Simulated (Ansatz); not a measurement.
# Formation energy and levels of the self-interstitial Ga_i (4-fold void) in GaN (F-43m)

Charge states of Ga_i (4-fold void) in GaN (F-43m), set against the band edges. Model: a cell of 54 host atoms with 1 Ga put in.

Calculated with Ansatz 0.2.0; place-levels on r2SCAN runs: charge-transition levels and formation energies with image-charge correction and potential alignment at the atomic sites; PAW set soft_1.

This is a report of a sequence of runs, with most program output left out.

**1. The starting structure**

The cell holds 55 atoms: 28 Ga and 27 N. Its edges and angles: a = 9.542 Å, b = 9.542 Å, c = 9.542 Å, α = 60.0°, β = 60.0°, γ = 60.0°. It derives from GaN (space group F-43m). Nearest the centre at fractional (0.167, 0.833, 0.833): Ga55 at 0.00 Å, N18 at 1.95 Å, N36 at 1.95 Å, N14 at 1.95 Å, N6 at 1.95 Å, Ga35 at 2.25 Å, Ga31 at 2.25 Å, Ga23 at 2.25 Å.

As a file:

```xyz
55
Lattice="0.0000 6.7473 6.7473 6.7473 0.0000 6.7473 6.7473 6.7473 0.0000" Properties=species:S:1:pos:R:3 pbc="T T T"
Ga    0.0000    0.0000    0.0000
N     1.1245    1.1245    1.1245
Ga    2.2491    2.2491    0.0000
N     3.3736    3.3736    1.1245
Ga    4.4982    4.4982    0.0000
N     5.6227    5.6227    1.1245
Ga    2.2491    0.0000    2.2491
N     3.3736    1.1245    3.3736
Ga    4.4982    2.2491    2.2491
N     5.6227    3.3736    3.3736
Ga    6.7473    4.4982    2.2491
N     7.8718    5.6227    3.3736
Ga    4.4982    0.0000    4.4982
N     5.6227    1.1245    5.6227
Ga    6.7473    2.2491    4.4982
N     7.8718    3.3736    5.6227
Ga    8.9964    4.4982    4.4982
N    10.1209    5.6227    5.6227
Ga    0.0000    2.2491    2.2491
N     1.1245    3.3736    3.3736
Ga    2.2491    4.4982    2.2491
N     3.3736    5.6227    3.3736
Ga    4.4982    6.7473    2.2491
N     5.6227    7.8718    3.3736
Ga    2.2491    2.2491    4.4982
N     3.3736    3.3736    5.6227
Ga    4.4982    4.4982    4.4982
N     5.6227    5.6227    5.6227
Ga    6.7473    6.7473    4.4982
N     7.8718    7.8718    5.6227
Ga    4.4982    2.2491    6.7473
N     5.6227    3.3736    7.8718
Ga    6.7473    4.4982    6.7473
N     7.8718    5.6227    7.8718
Ga    8.9964    6.7473    6.7473
N    10.1209    7.8718    7.8718
Ga    0.0000    4.4982    4.4982
N     1.1245    5.6227    5.6227
Ga    2.2491    6.7473    4.4982
N     3.3736    7.8718    5.6227
Ga    4.4982    8.9964    4.4982
N     5.6227   10.1209    5.6227
Ga    2.2491    4.4982    6.7473
N     3.3736    5.6227    7.8718
Ga    4.4982    6.7473    6.7473
N     5.6227    7.8718    7.8718
Ga    6.7473    8.9964    6.7473
N     7.8718   10.1209    7.8718
Ga    4.4982    4.4982    8.9964
N     5.6227    5.6227   10.1209
Ga    6.7473    6.7473    8.9964
N     7.8718    7.8718   10.1209
Ga    8.9964    8.9964    8.9964
N    10.1209   10.1209   10.1209
Ga   11.2455    6.7473    6.7473
```

Known beforehand: the electronic dielectric constant, 6.00, and the static one, 10.56, computed on the host (DFPT, PBEsol, on the r2SCAN cell), and a cell off the functional's own equilibrium shifts the ionic part.

The cell's shortest repeat is 9.5 Å.

**2. What was run first**

Levels follow from differences of total energies between charge states, each relaxed by itself.

Each atom starts 0.05 Å or so off its site in a random direction: a symmetric start keeps its symmetry, and would miss off-centre moves and Jahn–Teller distortions. Forces are taken on a 2×2×2 shifted mesh. The cell holds 1 electron fewer than the neutral one, with a uniform background that keeps it neutral on the whole.

The sampling was tested on the host first: at the k-points planned (1x1x1 shifted 0.25 0.25 0.25) its energy lies 0.067 eV an atom from the dense-mesh value, so the final energies take a denser sampling.

One of the inputs; charge, spin and start change from state to state.

The input, qp1.relax/input.yaml:

```yaml
crystal:
  lattice:
    - [0.0, 2.24909694, 2.24909694]
    - [2.24909694, 0.0, 2.24909694]
    - [2.24909694, 2.24909694, 0.0]
  atoms:
    - { symbol: Ga, position: [0.0, 0.0, 0.0] }
    - { symbol: "N", position: [0.25, 0.25, 0.25] }
  supercell: [3, 3, 3]
  defects:
    - { interstitial: { symbol: Ga, position: [0.166667, 0.833333, 0.833333] } }
total_charge: 1
basis:
  ecutwfc: 500
  xc_grid: 2
hamiltonian:
  xc: r2scan
  pseudopotentials: { kind: paw, azcp: { folder: soft_1 } }
kpoints:
  mp_grid: { grid: [2, 2, 2], shift: [0.5, 0.5, 0.5] }
scf:
  occupations: { method: fixed }
  max_iter: 80
output:
  forces: true
  charged_corrections: { epsilon: 6.0, static_epsilon: 10.56 }
relax:
  f_tol: 0.02
  max_steps: 80
  random_displacement: { amplitude: 0.05, seed: 770 }
checkpoint:
  write: "../qp1.relax.run"
  compress: false
  write_wavefunctions: true
  write_every: 100000
```

Started as:

```sh
$ ansatz run input.yaml --threads 4 --pin off --max-ram 15073MiB --backend cpu --events-out ev --progress --plain --runs-dir out
```

The run of this state that the levels use, under r2SCAN:

The input, qp1.point/input.yaml:

```yaml
crystal:
  checkpoint: "../qp1.relax.run"
  host: checkpoint
total_charge: 1
basis:
  ecutwfc: 500
  xc_grid: 2
hamiltonian:
  xc: r2scan
  pseudopotentials: { kind: paw, azcp: { folder: soft_1 } }
kpoints:
  mp_grid: { grid: [2, 2, 2], shift: [0.5, 0.5, 0.5] }
scf:
  occupations: { method: fixed }
  max_iter: 80
output:
  forces: true
  eigenvalues: true
  charged_corrections:
    epsilon: 6.0
    static_epsilon: 10.56
    defect_position: [0.166667, 0.833333, 0.833333]
  eigenstates: { localisation: true }
  populations: true
  band_densities: [{ bands: [v1, v1] }, { bands: [c1, c1] }]
  write_density: true
  write_potential: true
  volumetric_format: npy
  elf: true
checkpoint:
  read: "../qp1.relax.run"
  write: "../qp1.point.run"
  compress: false
  write_wavefunctions: false
  write_every: 100000
```

Relaxations under r2SCAN at a 2×2×2 shifted mesh; times on 4 threads of Arm Neoverse V2, shared host:

| charge | moment (μB) | occupations | outcome | steps | largest displacement against the far atoms (Å) | time |
| --- | --- | --- | --- | --- | --- | --- |
| 0 | 1 | fixed | converged | 18 | 0.77 | 33 min |
| +1 | 0 | fixed | converged | 6 | 0.21 | 4.9 min |
| +2 | 1 | fixed | converged | 5 | 0.23 | 9.7 min |
| +3 | 0 | fixed | converged | 5 | 0.24 | 4.2 min |
| +1 | 2 | fixed | converged | 14 | 0.22 | 27 min |

Single points under r2SCAN at a 2×2×2 shifted mesh; times on 4 threads of Arm Neoverse V2, shared host:

| charge | moment (μB) | occupations | outcome | time |
| --- | --- | --- | --- | --- |
| 0 | 1 | fixed | converged | 99 s |
| +1 | 0 | fixed | converged | 46 s |
| +2 | 1 | fixed | converged | 96 s |
| +3 | 0 | fixed | converged | 40 s |
| +1 | 2 | fixed | converged | 1.7 min |

Distances (Å) from Ga55 to the nearest atoms after relaxation with r2SCAN:

| charge | moment (μB) | 1. | 2. | 3. | 4. | 5. | 6. |
| --- | --- | --- | --- | --- | --- | --- | --- |
| 0 | 1 | N 1.89 | N 2.09 | N 2.09 | Ga 2.18 | Ga 2.40 | Ga 2.40 |
| +1 | 0 | N 1.96 | N 1.96 | N 1.96 | N 1.97 | Ga 2.45 | Ga 2.45 |
| +1 | 2 | N 1.98 | N 1.98 | N 1.98 | N 1.98 | Ga 2.39 | Ga 2.39 |
| +2 | 1 | N 1.93 | N 1.93 | N 1.93 | N 1.93 | Ga 2.47 | Ga 2.47 |
| +3 | 0 | N 1.91 | N 1.91 | N 1.91 | N 1.91 | Ga 2.49 | Ga 2.49 |

**3. Placing the levels, r2SCAN**

A charged cell interacts with its images and the background, and its potential has another zero than the host's. place-levels removes the first by a point-charge model, screened by the static dielectric constant since the ions have relaxed around the charge, and the second by comparing potentials at atoms far from the defect.

The host is a run of the defect-free crystal in the same cutoffs, grids and k-points, so that basis and sampling errors cancel in part in the differences. The host is run in a cell of 2 atoms on a matching mesh. Its band edges are searched through the zone by a band path, so the gap is smaller than, or equal to, that on the mesh. Chemical potentials are energies per atom of Ga (alpha-Ga (Cmce)), run with the same functional and cutoff.

The input, levels.point.yaml:

```yaml
host:
  run: host.point.run
states: [q0_M1.point.run, qp1.point.run, qp2_M1.point.run, qp3.point.run, qp1_M2.point.run]
geometry_from:
  q0_M1.point.run: q0_M1.relax.run
  qp1.point.run: qp1.relax.run
  qp2_M1.point.run: qp2_M1.relax.run
  qp3.point.run: qp3.relax.run
  qp1_M2.point.run: qp1_M2.relax.run
  host.point.run: host.relax.run
chemical_potentials:
  Ga:
    energy: -3790.270342
    dataset: <sha256 of the dataset>
epsilon: 6.0
static_epsilon: 10.56
vertical:
  - { from: qp1.point.run, to: qp1.point_neutral.run }
  - { from: qp2_M1.point.run, to: qp2_M1.point_neutral.run }
  - { from: qp3.point.run, to: qp3.point_neutral.run }
  - { from: qp1_M2.point.run, to: qp1_M2.point_neutral.run }
```

Started as:

```sh
$ ansatz place-levels levels.point.yaml -- --threads 4 --pin off --max-ram 15073MiB
```

Wall time 0.48 s (4 threads of Arm Neoverse V2, shared host).

Under r2SCAN the gap is 2.17 eV, (+3/+2) 2.22 (outside the gap) (with band filling), (+2/+1) 2.22 (outside the gap) (with band filling), (+1/0) 2.36 (outside the gap) (with band filling) eV.

Levels between the charges placed, in eV above the valence top:

|  | gap (eV) | (+3/+2) | (+2/+1) | (+1/0) |
| --- | --- | --- | --- | --- |
| r2SCAN | 2.17 | 2.22 | 2.22 | 2.36 |

Corrections by state:

| charge | moment (μB) | image terms and alignment (eV) | band filling (eV) | ε used | over the lowest of its charge, as the program ranks them, band filling apart (eV) |
| --- | --- | --- | --- | --- | --- |
| +3 | 0.0 | 3.080 | - | 10.56 | 0.000 |
| +2 | 1.0 | 1.706 | -0.006 | 10.56 | 0.000 |
| +1 | 0.0 | 0.675 | -0.405 | 10.56 | 0.000 |
| 0 | 1.0 | 0.000 | -0.833 | - | 0.000 |
| +1 | 2.0 | 0.654 | - | 10.56 | 0.449 |

The charged structures listed were also run neutral, and place-levels reads from each pair, by the potential or the spins, how wide the charge is by which they differ; that can be the carrier of either run.

| charge | rms radius (Å) | spread where it is widest against the cell (Å) | wide from (Å) | reading |
| --- | --- | --- | --- | --- |
| +3 | 3.9 | 2.25 | 1.35 | wide |
| +2 | 4.0 | 2.32 | 1.35 | wide |
| +1 | 4.2 | 2.43 | 1.35 | wide |

The neutral runs of these pairs need not share the spin of the lowest neutral state, and very wide values only mean spread over the cell.

From the program's caveats on the states, each cut to its opening words:

- charge +3, +1 (2 μB): it parts from the run at its places by a charge that spreads by about 2.2 Å along one vector (1.3 Å or more is wide), by its potential at epsilon 6, taken for [...]
- charge +3: its alignment with the host at atomic sites is doubtful: the mean over the far sites moves by -0.1288 eV from their farther parts to their nearer, more than [...]
- charge +2 (1 μB): it parts from the run at its places by a charge that spreads by about 2.3 Å along one vector (1.3 Å or more is wide), by its potential at epsilon 6, taken for [...]
- charge +2 (1 μB): a band-filling correction moves a carrier to the host's band edge, which changes its energy by -0.006 eV
- charge +2 (1 μB): its alignment with the host at atomic sites is doubtful: the mean over the far sites moves by -0.0722 eV from their farther parts to their nearer, more than [...]
- charge +2 (1 μB), 0 (1 μB), +1 (2 μB): flagged: stability check not made
- charge +1: it parts from the run at its places by a charge that spreads by about 2.4 Å along one vector (1.3 Å or more is wide), by its potential at epsilon 6, taken for [...]
- charge +1: a band-filling correction moves a carrier to the host's band edge, which changes its energy by -0.405 eV
- charge 0 (1 μB): a band-filling correction moves a carrier to the host's band edge, which changes its energy by -0.833 eV
- charge 0 (1 μB): the far atoms show a dipole or second moment of the defect's charge, for which the correction takes or leaves out 0.234 eV: further moments aren't read, and [...]
- charge +1 (2 μB): its alignment with the host at atomic sites is doubtful: the mean over the far sites moves by -0.0569 eV from their farther parts to their nearer, more than [...]
- charge +1 (2 μB): its moments are held at its close (magnetization.spin_locking), by a field of 0.362 eV a Bohr magneton, and its energy and levels are of the state that this [...]

The host's formation energy from the elements is -0.646 eV per atom; it sets how far the chemical potentials can move.

Formation energies (eV), Ga-rich (Δμ(Ga) = 0.00 eV, Δμ(N) = -1.29 eV):

| charge | Fermi level at the valence top | at the conduction bottom |
| --- | --- | --- |
| +3 | 2.42 | 8.93 |
| +2 | 4.65 | 8.98 |
| +1 | 6.86 | 9.03 |
| 0 | 9.23 | 9.23 |

Formation energies (eV), N-rich (Δμ(N) = 0.00 eV, Δμ(Ga) = -1.29 eV):

| charge | Fermi level at the valence top | at the conduction bottom |
| --- | --- | --- |
| +3 | 3.71 | 10.22 |
| +2 | 5.94 | 10.27 |
| +1 | 8.15 | 10.32 |
| 0 | 10.52 | 10.52 |

**4. place-levels, PBEsol**

PBEsol on the same structure is run to see how far the result rests on the functional, though not on the errors that semilocal functionals share.

The input, qp1.pbesol/input.yaml:

```yaml
crystal:
  checkpoint: "../qp1.relax.run"
  host: checkpoint
total_charge: 1
basis:
  ecutwfc: 420
  xc_grid: 2
hamiltonian:
  xc: pbesol
  pseudopotentials: { kind: paw, azcp: { folder: soft_1 }, xc_functional: pbe }
kpoints:
  mp_grid: { grid: [2, 2, 2], shift: [0.5, 0.5, 0.5] }
scf:
  occupations: { method: fermi_dirac, width: 0.01 }
  max_iter: 80
output:
  forces: true
  eigenvalues: true
  charged_corrections:
    epsilon: 6.0
    static_epsilon: 10.56
    defect_position: [0.166667, 0.833333, 0.833333]
  eigenstates: { localisation: true }
  populations: true
  band_densities: [{ bands: [v1, v1] }, { bands: [c1, c1] }]
  write_density: true
  write_potential: true
  volumetric_format: npy
  elf: true
checkpoint:
  write: "../qp1.pbesol.run"
  compress: false
  write_wavefunctions: false
  write_every: 100000
```

It took 64 s on 4 threads; peak memory 3.5 GiB.

The input, levels.pbesol.yaml:

```yaml
host:
  run: host.pbesol.run
  levels_from: { run: edges.pbesol.run }
states: [q0_M1.pbesol.run, qp1.pbesol.run, qp2_M1.pbesol.run, qp3.pbesol.run, qp1_M2.pbesol.run]
geometry_from:
  q0_M1.pbesol.run: q0_M1.relax.run
  qp1.pbesol.run: qp1.relax.run
  qp2_M1.pbesol.run: qp2_M1.relax.run
  qp3.pbesol.run: qp3.relax.run
  qp1_M2.pbesol.run: qp1_M2.relax.run
  host.pbesol.run: host.relax.run
chemical_potentials:
  Ga:
    energy: -3743.205341
    dataset: <sha256 of the dataset>
```

Started as:

```sh
$ ansatz place-levels levels.pbesol.yaml -- --threads 4 --pin off --max-ram 15073MiB
```

Elapsed: 0.3 s, on 4 threads.

Under PBEsol the gap is 1.70 eV, (+3/+2) 1.72 (outside the gap) (with band filling), (+2/+1) 1.73 (outside the gap) (with band filling), (+1/0) 2.27 (outside the gap) (with band filling) eV; the stage before (r2SCAN) gave a gap of 2.17 eV and levels within 0.50 eV of these.

**5. A changed set-up**

In this try the input is made faulty on purpose, to show what that does.

Another version of the file is tried.

levels.try0.yaml is levels.point.yaml with these lines changed:

```diff
-  run: host.point.run
+  run: q0_M1.point.run
```

Started as:

```sh
$ ansatz place-levels levels.try0.yaml -- --threads 4 --pin off --max-ram 15073MiB
```

The change: a defect cell named as host.

No levels were formed: the file was rejected.

**6. The ladder**

Levels between neighbouring charges, in eV above each run's own valence top:

|  | gap (eV) | (+3/+2) | (+2/+1) | (+1/0) | CPU time a state at this stage (restarts are quicker than cold starts) |
| --- | --- | --- | --- | --- | --- |
| r2SCAN, 2×2×2 shifted mesh | 2.17 | 2.22 | 2.22 | 2.36 | 4.8 min |
| PBEsol on r2SCAN structures, 2×2×2 shifted mesh | 1.70 | 1.72 | 1.73 | 2.27 | 6.7 min |

**7. Summary of results**

```yaml
gap_of_the_host: 2.17 eV (r2SCAN)
level_plus_3_plus_2: 2.22 eV above the valence top, past the conduction bottom, not a change between lowest states (2.23 eV above the valence top without the band-filling term)
level_plus_2_plus_1: 2.22 eV above the valence top, past the conduction bottom, not a change between lowest states (2.62 eV above the valence top without the band-filling term)
level_plus_1_over_0: 2.36 eV above the valence top, past the conduction bottom (2.79 eV above the valence top without the band-filling term)
lowest_of_the_charges_placed_just_above_the_valence_top_0p02_ev: +3
lowest_of_the_charges_placed_just_below_the_conduction_bottom_0p02_ev: +3
lowest_formation_energy_at_mid_gap_of_the_charges_run_ga_rich: 5.67 eV
lowest_formation_energy_at_mid_gap_of_the_charges_run_n_rich: 6.97 eV
```

Of the charges placed (0, +1, +2 and +3), +3 is the lowest from 0.02 eV above the valence top to 0.02 eV below the conduction bottom, a gap of 2.17 eV. Charges above +3 and below 0 were not placed, so these runs say nothing of levels that involve them. States placed: +3 at 0 μB; +2 at 1 μB; +1 at 0 μB and 2 μB; 0 at 1 μB. Other spin states or structures, where not listed, weren't placed. The program finds carriers beyond a band edge of the host and adds a band-filling term at charge 0 (-0.83 eV) and +1 (-0.40 eV); steps to such a charge show no bound level, and a defect level inside a band would be read the same way. Corrections reach 3.1 eV, so the cell is small for these charges and their levels are rough. The program doubts the alignment of potentials for at least one state, a sign that the cell is small. What this leaves open: r2SCAN makes the gap too small and tends to spread out bound carriers; where a gas molecule sets a chemical potential or the host's formation energy, its binding is uncorrected.

[Logs are printed without paths, hosts, clocks, repeated set-up lines and the standing remarks that a program may print on its own settings, such as how far it seeks lower states.]

[Hosts, paths, dates, database ids (printed as entryN), source tags and the programs' standing remarks are cut or masked in the printed files.]

[Where a table of states has a column of steps, it counts the stored structures, which are thinned; the runs took as many ionic steps or more.]

[A defect's name tells the site on which it was built; relaxed atoms can leave that site.]

[For some hosts the program warned that the k-mesh of the response run may be too coarse for force constants and the static dielectric constant; such warnings are not shown here.]
